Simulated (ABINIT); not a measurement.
# RbIO3 (R3m): a self-consistent loop beyond G0W0, cycle by cycle

How far does self-consistency move the gap of RbIO3 (R3m)?

Method: LDA and many-body steps on it, plane waves, in ABINIT 10.8.3.

## (1) The starting structure

Symmetry: R3m, No. 160, trigonal system. Conventional cell: a = 6.375 Å, b = 6.375 Å, c = 7.866 Å, α = 90.00°, β = 90.00°, γ = 120.00°. Nearest to Rb lie 12 O at 3.09 to 3.36 Å. Nearest to I lie 3 O at 1.82 Å. O has 2 I at 1.82 to 2.73 Å and 4 Rb at 3.09 to 3.36 Å nearest. Farther neighbours and most contacts between anions are not listed.

The cell and positions are those that the Materials Project relaxed with its own functionals (PBE, PBE+U or r2SCAN), kept fixed. Spin-orbit coupling is left out unless a step names it.

## (2) Empty states on the mesh, 2×2×2 mesh, 84 bands

This step: ABINIT 10.8.3; DFT, LDA, plane waves, norm-conserving pseudopotentials.

The sums over transitions need many empty states on a uniform mesh; this step solves for them.

Contents of run.abi:

```
acell 3*1.0 Angstrom
rprim 
  3.187728926621 1.840436153888 2.622110720600
  -3.187728926621 1.840436153888 2.622110720600
  -0.000000000000 -3.680872307776 2.622110720600
ntypat 3
znucl 37 53 8
natom 5
typat 1 2 3 3 3
xred 
  0.515642950000 0.515642950000 0.515642950000
  0.001050200000 0.001050200000 0.001050200000
  0.036532590000 0.601941670000 0.036532590000
  0.036532590000 0.036532590000 0.601941670000
  0.601941670000 0.036532590000 0.036532590000
pp_dirpath "pseudos"
pseudos "Rb.upf, I.upf, O.upf"
ecut 36
ngkpt 2 2 2
nshiftk 1
shiftk 0 0 0
kptopt 1
chksymbreak 0
iscf -2
irdden 1
istwfk *1
nband 84
nbdbuf 6
tolwfr 1e-09
nstep 60
prtvol 0
indata_prefix "in"
outdata_prefix "out"
tmpdata_prefix "tmp"
```

The run is started by

```
$ OMP_NUM_THREADS=1 mpirun -n 4 abinit run.abi > log
```

Numbers of over 12 decimals in the logs are rounded to 6 here.

Log:

```text
.Version 10.8.3 of ABINIT. v10.8.2 released Aug 2026.

 Symmetries : space group R3 m (#160); Bravais hR (rhombohedral)
[... echo of the input left out ...]
== DATASET  1 ==================================================================
-   mpi_nproc: 4, omp_nthreads: 1 (-1 if OMP is not activated)

--- !DatasetInfo
iteration_state: {dtset: 1, }
dimensions: {natom: 5, nkpt: 4, mband: 84, nsppol: 1, nspinor: 1, nspden: 1, mpw: 6444, }
cutoff_energies: {ecut:  36.0, pawecutdg:  -1.0, }
[...]
1.24966    1.26814    1.26814    1.30904    1.34071    1.34071    1.36314    1.36314
   1.38470    1.39054    1.39054    1.44054    1.44552    1.44552    1.45884    1.47858
   1.47858    1.50337    1.52144    1.52144
 prteigrs : prtvol=0 or 1, do not print more k-points.

== END DATASET(S) ==============================================================
================================================================================

 -outvars: echo values of variables after computation  --------
            nband          84
             nkpt           4
          spgroup         160
 [... the other variables as echoed above ...]

 Calculation completed.
```

Run time: 17 s. Hardware: 4 MPI ranks of Arm Neoverse V2, shared host; peak memory 0.33 GiB; 67 s of CPU time.

This step gave:

```yaml
gap: 2.723 eV
k_of_the_valence_top: 0.5, 0.5, 0.5
k_of_the_conduction_bottom: 0.5, 0.5, 0.5
least_direct_gap: 2.723 eV
k_points_computed: 4
lowest_point_of_the_top_converged_band_above_the_valence_top: 38.19 eV
```

On this mesh the gap is 2.723 eV.

The density comes from a self-consistent run that is not shown.

## (3) Screening, 2×2×2 mesh, 78 bands, screening to 106.1 eV

The RPA dielectric matrix is built and inverted for each q.

This step: RPA screening on LDA, plane waves, norm-conserving pseudopotentials.

Changes to run.abi since step 2:

```diff
@@ -23,10 +23,11 @@
 chksymbreak 0
-iscf -2
-irdden 1
 istwfk *1
-nband 84
-nbdbuf 6
-tolwfr 1e-09
-nstep 60
-prtvol 0
+occopt 1
+irdwfk 1
+optdriver 3
+nband 78
+ecuteps 3.9
+inclvkb 2
+awtr 1
+symchi 1
 indata_prefix "in"
```

Log:

```text
.Version 10.8.3 of ABINIT. v10.8.2 released Aug 2026.

 Symmetries : space group R3 m (#160); Bravais hR (rhombohedral)
[... echo of the input left out ...]
== DATASET  1 ==================================================================
-   mpi_nproc: 4, omp_nthreads: 1 (-1 if OMP is not activated)

--- !DatasetInfo
iteration_state: {dtset: 1, }
dimensions: {natom: 5, nkpt: 4, mband: 78, nsppol: 1, nspinor: 1, nspden: 1, mpw: 6444, }
cutoff_energies: {ecut:  36.0, pawecutdg:  -1.0, }
electrons: {nelect:   3.40000000E+01, charge:   0.00000000E+00, occopt:   1.00000000E+00, tsmear:   1.00000000E-02, }

 SCREENING: Calculation of the susceptibility and dielectric matrices

 Based on a program developped by R.W. Godby, V. Olevano, G. Onida, and L. Reining.
 Incorporated in ABINIT by V. Olevano, G.-M. Rignanese, and M. Torrent.
.Using double precision arithmetic ; gwpc =  8

[... cell and pseudopotentials left out ...]
--------------------------------------------------------------------------------

 ==== K-mesh for the wavefunctions ====
 Number of points in the irreducible wedge :     4
[... list of points left out ...]
 Together with  6 symmetry operations and time-reversal symmetry
 yields     8 points in the full Brillouin Zone.

 ==== Q-mesh for the screening function ====
 Number of points in the irreducible wedge :     4
[... list of points left out ...]
 Together with  6 symmetry operations and time-reversal symmetry
 yields     8 points in the full Brillouin Zone.

 setmesh: FFT mesh size selected  =    32x   32x   32
          total number of points  =        32768

 vcoul_init : cutoff-mode = AUXILIARY_FUNCTION
 q-points for optical limit:   1
     1)      0.000010    0.000020    0.000030

- screening: taking advantage of time-reversal symmetry
- Maximum band index for partially occupied states nbvw = 17
- Remaining bands to be divided among processors   nbcw = 61
- Number of bands treated by each node ~15

 Number of electrons calculated from density =   34.0000; Expected =   34.0000
 average of density, n =  0.054586
 r_s =    1.6354
 omega_plasma =   22.5369 [eV]

 calculating chi0 at frequencies [eV] :
  1    0.000000E+00    0.000000E+00
  2    0.000000E+00    2.253692E+01

--------------------------------------------------------------------------------
  q-point number  1        q = ( 0.000000, 0.000000, 0.000000) [r.l.u.]
--------------------------------------------------------------------------------
[... chi0 elements left out ...]
 For q-point:  0.000010 0.000020 0.000030
  dielectric constant =   3.9916
  dielectric constant without local fields =   4.6960

  Average fulfillment of the sum rule on Im[epsilon] for q-point    1 :     52.42  [%]
[... wings left out ...]
  q-point number  2        q = ( 0.500000, 0.000000, 0.000000) [r.l.u.]
--------------------------------------------------------------------------------
[... chi0 elements left out ...]
  Average fulfillment of the sum rule on Im[epsilon] for q-point    2 :     61.89  [%]

 [... 2 further q-points ...]
```

It took 8.3 s on 4 MPI ranks; peak memory 0.74 GiB.

This step gave:

```yaml
eps_infinity_with_local_fields_on_this_mesh_along_the_program_s_q_direction: 3.992
the_same_without_local_fields: 4.696
plasma_frequency: 22.54 eV
plane_waves_in_the_screening_matrix: 251
```

Local fields lower ε∞ by 15 %. On a Γ-centred mesh this coarse the value itself is usually too large, while a short band sum pulls it down.

## (4) G0W0

The self-energy is evaluated for the states that the input lists, and the levels follow from it, in one-shot runs by the linearised quasiparticle equation.

This step: G0W0 on LDA, plane waves, norm-conserving pseudopotentials.

Changes to run.abi since step 3:

```diff
@@ -26,8 +26,17 @@
 irdwfk 1
-optdriver 3
+optdriver 4
 nband 78
+gwcalctyp 0
+ecutsigx 36
+symsigma 1
+nkptgw 2
+kptgw 
+  0.5000000000 0.5000000000 0.5000000000
+  0.0000000000 0.0000000000 0.0000000000
+bdgw 
+  16 19
+  14 20
 ecuteps 3.9
-inclvkb 2
-awtr 1
-symchi 1
+irdscr 1
+ppmodel 1
 indata_prefix "in"
```

Log:

```text
.Version 10.8.3 of ABINIT. v10.8.2 released Aug 2026.

 Symmetries : space group R3 m (#160); Bravais hR (rhombohedral)
[... echo of the input left out ...]
== DATASET  1 ==================================================================
-   mpi_nproc: 4, omp_nthreads: 1 (-1 if OMP is not activated)

--- !DatasetInfo
iteration_state: {dtset: 1, }
dimensions: {natom: 5, nkpt: 4, mband: 78, nsppol: 1, nspinor: 1, nspden: 1, mpw: 6444, }
cutoff_energies: {ecut:  36.0, pawecutdg:  -1.0, }
electrons: {nelect:   3.40000000E+01, charge:   0.00000000E+00, occopt:   1.00000000E+00, tsmear:   1.00000000E-02, }

 SIGMA: Calculation of the GW corrections

 Based on a program developped by R.W. Godby, V. Olevano, G. Onida, and L. Reining.
 Incorporated in ABINIT by V. Olevano, G.-M. Rignanese, and M. Torrent.
.Using double precision arithmetic ; gwpc =  8

[... cell and pseudopotentials left out ...]
--------------------------------------------------------------------------------

 ==== K-mesh for the wavefunctions ====
 Number of points in the irreducible wedge :     4
[... list of points left out ...]
 Together with  6 symmetry operations and time-reversal symmetry
 yields     8 points in the full Brillouin Zone.

 ==== Q-mesh for screening function ====
 Number of points in the irreducible wedge :     4
[... list of points left out ...]
 Together with  6 symmetry operations and time-reversal symmetry
 yields     8 points in the full Brillouin Zone.

 vcoul_init : cutoff-mode = AUXILIARY_FUNCTION
 q-points for optical limit:   1
     1)      0.000010    0.000020    0.000030
 setmesh: FFT mesh size selected  =    48x   48x   48
          total number of points  =       110592

 Number of electrons calculated from density =   34.0000; Expected =   34.0000
 average of density, n =  0.054586
 r_s =    1.6354
 omega_plasma =   22.5369 [eV]

 === KS Band Gaps ===
  >>>> For spin  1
   Minimum direct gap =   2.7231 [eV], located at k-point      :   0.5000  0.5000  0.5000
   Fundamental gap    =   2.7231 [eV], Top of valence bands at :   0.5000  0.5000  0.5000
                                       Bottom of conduction at :   0.5000  0.5000  0.5000
 SIGMA fundamental parameters:
 PLASMON POLE MODEL  1
 number of plane-waves for SigmaX                 6421
 number of plane-waves for SigmaC and W            251
 number of plane-waves for wavefunctions          6421
 number of bands                                    78
 number of independent spin polarizations            1
 number of spinorial components                      1
 number of k-points in IBZ                           4
 number of q-points in IBZ                           4
 number of symmetry operations                       6
 number of k-points in BZ                            8
 number of q-points in BZ                            8
 number of frequencies for dSigma/dE                 9
 frequency step for dSigma/dE [eV]                0.25
 number of omega for Sigma on real axis              0
 max omega for Sigma on real axis  [eV]           0.00
 zcut for avoiding poles [eV]                     0.10

 EPSILON^-1 parameters (SCR file):
 dimension of the eps^-1 matrix on file            251
 dimension of the eps^-1 matrix used               251
 number of plane-waves for wavefunctions          6421
 number of bands                                    78
 number of q-points in IBZ                           4
 number of frequencies                               2
 number of real frequencies                          1
 number of imag frequencies                          1

 matrix elements of self-energy operator (all in [eV])

 Perturbative Calculation

--- !SelfEnergy_ee
iteration_state: {dtset: 1, }
kpoint     : [   0.500,    0.500,    0.500, ]
spin       : 1
KS_gap     :    2.723
QP_gap     :    4.591
Delta_QP_KS:    1.868
data: !SigmaeeData |
     Band     E0 <VxcDFT>   SigX SigC(E0)      Z dSigC/dE  Sig(E)    E-E0       E
       16   0.664 -19.417 -24.742   4.987   0.761  -0.314 -19.674  -0.257   0.407
       17   1.146 -16.956 -20.651   3.270   0.791  -0.264 -17.292  -0.336   0.809
       18   3.869 -13.749  -9.596  -2.276   0.816  -0.225 -12.217   1.532   5.400
       19   3.869 -13.749  -9.596  -2.276   0.816  -0.225 -12.217   1.532   5.400

--- !SelfEnergy_ee
iteration_state: {dtset: 1, }
kpoint     : [   0.000,    0.000,    0.000, ]
spin       : 1
KS_gap     :    6.328
QP_gap     :    8.037
Delta_QP_KS:    1.709
data: !SigmaeeData |
     Band     E0 <VxcDFT>   SigX SigC(E0)      Z dSigC/dE  Sig(E)    E-E0       E
       14  -0.023 -18.342 -23.812   4.778   0.762  -0.313 -18.869  -0.527  -0.550
       15  -0.023 -18.740 -23.812   4.778   0.762  -0.313 -18.964  -0.224  -0.246
       16  -0.023 -18.740 -23.812   4.778   0.762  -0.313 -18.964  -0.224  -0.246
       17   0.138 -18.629 -24.108   5.029   0.759  -0.318 -18.970  -0.341  -0.204
       18   6.466  -9.991  -5.178  -3.200   0.847  -0.180  -8.624   1.367   7.833
       19   7.945 -16.739 -11.040  -3.075   0.784  -0.275 -14.680   2.059  10.003
       20   7.945 -16.739 -11.040  -3.075   0.784  -0.275 -14.680   2.059  10.003

== END DATASET(S) ==============================================================
================================================================================

 -outvars: echo values of variables after computation  --------
           etotal      0.0000000000E+00
            nband          78
             nkpt           4
          spgroup         160
 [... the other variables as echoed above ...]

 Calculation completed.
```

Run time: 5.1 s. Hardware: 4 MPI ranks; peak memory 0.59 GiB; 20 s of CPU time.

This step gave:

| Item | Value |
| --- | --- |
| G0W0 gap on the points computed | 4.591 eV |
| starting gap on the mesh | 2.723 eV |
| k of the valence top | 0.5, 0.5, 0.5 |
| k of the conduction bottom | 0.5, 0.5, 0.5 |
| Z at the valence top | 0.791 |
| Z at the conduction bottom | 0.816 |
| least direct G0W0 gap on the computed points | 4.591 eV |

The gap on the mesh goes from 2.72 eV to 4.59 eV, a correction of +1.87 eV.

## (5) evGW0, cycle 1

This step: evGW0 on LDA, plane waves, norm-conserving pseudopotentials.

Changes to run.abi since step 4:

```diff
@@ -28,12 +28,16 @@
 nband 78
-gwcalctyp 0
+gwcalctyp 10
 ecutsigx 36
 symsigma 1
-nkptgw 2
+nkptgw 4
 kptgw 
+  0.0000000000 0.0000000000 0.0000000000
+  0.5000000000 0.0000000000 0.0000000000
+  0.5000000000 0.5000000000 0.0000000000
   0.5000000000 0.5000000000 0.5000000000
-  0.0000000000 0.0000000000 0.0000000000
 bdgw 
-  16 19
-  14 20
+  5 23
+  5 23
+  5 23
+  5 23
 ecuteps 3.9
```

Log:

```text
.Version 10.8.3 of ABINIT. v10.8.2 released Aug 2026.

 Symmetries : space group R3 m (#160); Bravais hR (rhombohedral)
[... echo of the input left out ...]
== DATASET  1 ==================================================================
-   mpi_nproc: 4, omp_nthreads: 1 (-1 if OMP is not activated)

--- !DatasetInfo
iteration_state: {dtset: 1, }
dimensions: {natom: 5, nkpt: 4, mband: 78, nsppol: 1, nspinor: 1, nspden: 1, mpw: 6444, }
cutoff_energies: {ecut:  36.0, pawecutdg:  -1.0, }
electrons: {nelect:   3.40000000E+01, charge:   0.00000000E+00, occopt:   1.00000000E+00, tsmear:   1.00000000E-02, }

 SIGMA: Calculation of the GW corrections

 Based on a program developped by R.W. Godby, V. Olevano, G. Onida, and L. Reining.
 Incorporated in ABINIT by V. Olevano, G.-M. Rignanese, and M. Torrent.
.Using double precision arithmetic ; gwpc =  8

[... cell and pseudopotentials left out ...]
--------------------------------------------------------------------------------

 ==== K-mesh for the wavefunctions ====
 Number of points in the irreducible wedge :     4
[... list of points left out ...]
 Together with  6 symmetry operations and time-reversal symmetry
 yields     8 points in the full Brillouin Zone.

 ==== Q-mesh for screening function ====
 Number of points in the irreducible wedge :     4
[... list of points left out ...]
 Together with  6 symmetry operations and time-reversal symmetry
 yields     8 points in the full Brillouin Zone.

 vcoul_init : cutoff-mode = AUXILIARY_FUNCTION
 q-points for optical limit:   1
     1)      0.000010    0.000020    0.000030
 setmesh: FFT mesh size selected  =    48x   48x   48
          total number of points  =       110592

 Number of electrons calculated from density =   34.0000; Expected =   34.0000
[...]
--- !SelfEnergy_ee
iteration_state: {dtset: 1, }
kpoint     : [   0.500,    0.500,    0.000, ]
spin       : 1
KS_gap     :    3.838
QP_gap     :    5.743
Delta_QP_KS:    1.905
data: !SigmaeeData |
     Band     E_DFT   <VxcDFT>   E(N-1)  <Hhartree>   SigX  SigC[E(N-1)]    Z     dSigC/dE  Sig[E(N)]  DeltaE  E(N)_pert E(N)_diago
[...]
--- !SelfEnergy_ee
iteration_state: {dtset: 1, }
kpoint     : [   0.500,    0.500,    0.500, ]
spin       : 1
KS_gap     :    2.723
QP_gap     :    4.591
Delta_QP_KS:    1.868
data: !SigmaeeData |
     Band     E_DFT   <VxcDFT>   E(N-1)  <Hhartree>   SigX  SigC[E(N-1)]    Z     dSigC/dE  Sig[E(N)]  DeltaE  E(N)_pert E(N)_diago
[...]
22    10.588   -10.332    10.588    20.919    -4.641    -3.369     0.849    -0.177    -8.359     1.973    12.560    12.910
       23    10.588   -10.332    10.588    20.919    -4.641    -3.369     0.849    -0.177    -8.359     1.973    12.560    12.910

 New Fermi energy :        1.188053E-01 Ha ,    3.232856E+00 eV

 === QP Band Gaps ===
  >>>> For spin  1
   Minimum direct gap =   5.0251 [eV], located at k-point      :   0.5000  0.5000  0.5000
   Fundamental gap    =   5.0251 [eV], Top of valence bands at :   0.5000  0.5000  0.5000
                                       Bottom of conduction at :   0.5000  0.5000  0.5000

 writing QP data on file : out_QPS

 Convergence of QP corrections
 >>>>> For spin  1 <<<<<
.  kptgw no:  1; Maximum DeltaE = (   2.059   0.000) for band index: 19
.  kptgw no:  2; Maximum DeltaE = (  -0.347  -0.000) for band index: 16
.  kptgw no:  3; Maximum DeltaE = (  -0.279  -0.000) for band index: 16
.  kptgw no:  4; Maximum DeltaE = (   1.532   0.000) for band index: 19

== END DATASET(S) ==============================================================
================================================================================

 -outvars: echo values of variables after computation  --------
           etotal      0.0000000000E+00
            nband          78
             nkpt           4
          spgroup         160
 [... the other variables as echoed above ...]

 Calculation completed.
```

It took 24 s on 4 MPI ranks; peak memory 1.1 GiB.

Numbers from this step:

| Property | Result |
| --- | --- |
| quasiparticle gap on the mesh | 5.025 eV |
| gap of the density functional on the mesh | 2.723 eV |
| k of the valence top | 0.5, 0.5, 0.5 |
| k of the conduction bottom | 0.5, 0.5, 0.5 |
| Z at the valence top | 0.791 |
| Z at the conduction bottom | 0.816 |
| least direct quasiparticle gap on the computed points | 5.025 eV |

Against G0W0 in ABINIT (2×2×2 mesh, 78 bands, screening to 106.1 eV, Godby-Needs plasmon pole), the gap moves by +0.434 eV. This first cycle still uses the starting levels; it takes the full correction, at all points of the mesh, and its linearised value is 4.591 eV.

## (6) evGW0, cycle 2

The corrected levels of the last cycle go back in.

Changes to run.abi since step 5:

```diff
@@ -45,2 +45,3 @@
 ppmodel 1
+irdqps 1
 indata_prefix "in"
```

Log:

```text
.Version 10.8.3 of ABINIT. v10.8.2 released Aug 2026.

 Symmetries : space group R3 m (#160); Bravais hR (rhombohedral)
[... echo of the input left out ...]
== DATASET  1 ==================================================================
-   mpi_nproc: 4, omp_nthreads: 1 (-1 if OMP is not activated)

--- !DatasetInfo
iteration_state: {dtset: 1, }
dimensions: {natom: 5, nkpt: 4, mband: 78, nsppol: 1, nspinor: 1, nspden: 1, mpw: 6444, }
cutoff_energies: {ecut:  36.0, pawecutdg:  -1.0, }
[...]
.  kptgw no:  2; Maximum DeltaE = (   0.034  -0.000) for band index: 15
.  kptgw no:  3; Maximum DeltaE = (   0.019  -0.000) for band index: 16
.  kptgw no:  4; Maximum DeltaE = (  -0.145   0.000) for band index: 18

== END DATASET(S) ==============================================================
================================================================================

 -outvars: echo values of variables after computation  --------
           etotal      0.0000000000E+00
            nband          78
             nkpt           4
          spgroup         160
 [... the other variables as echoed above ...]

 Calculation completed.
```

Run time: 24 s. Hardware: 4 MPI ranks; peak memory 1.1 GiB.

Numbers from this step:

| Property | Result |
| --- | --- |
| quasiparticle gap on the mesh | 4.784 eV |
| gap of the density functional on the mesh | 2.723 eV |
| k of the valence top | 0.5, 0.5, 0.5 |
| k of the conduction bottom | 0.5, 0.5, 0.5 |
| least direct quasiparticle gap on the computed points | 4.784 eV |

Against the cycle before, the gap moves by −0.241 eV.

(Part 1 of 3 ends here.)

[Paths, hosts, dates, memory and timing lines, banners, echoed tables and standing remarks are left out of the program output.]

[Logs are printed without paths, hosts, clocks, repeated set-up lines and the standing remarks that a program may print on its own settings, such as how far it seeks lower states.]

[Runs of the session that timed out or met a known fault of the program may be left out.]

[Hosts, paths, dates, database ids (printed as entryN), source tags and the programs' standing remarks are cut or masked in the printed files.]

[G0W0 gaps are taken among the corrected bands and points alone; a level outside them can change the order at an edge.]

[Where Ansatz stands beside ABINIT at settings called matched, ABINIT's density can come from a denser mesh and the files from another edition; pairs whose starting gaps differed by over 0.03 eV were left out, so agreement reads better than it is.]
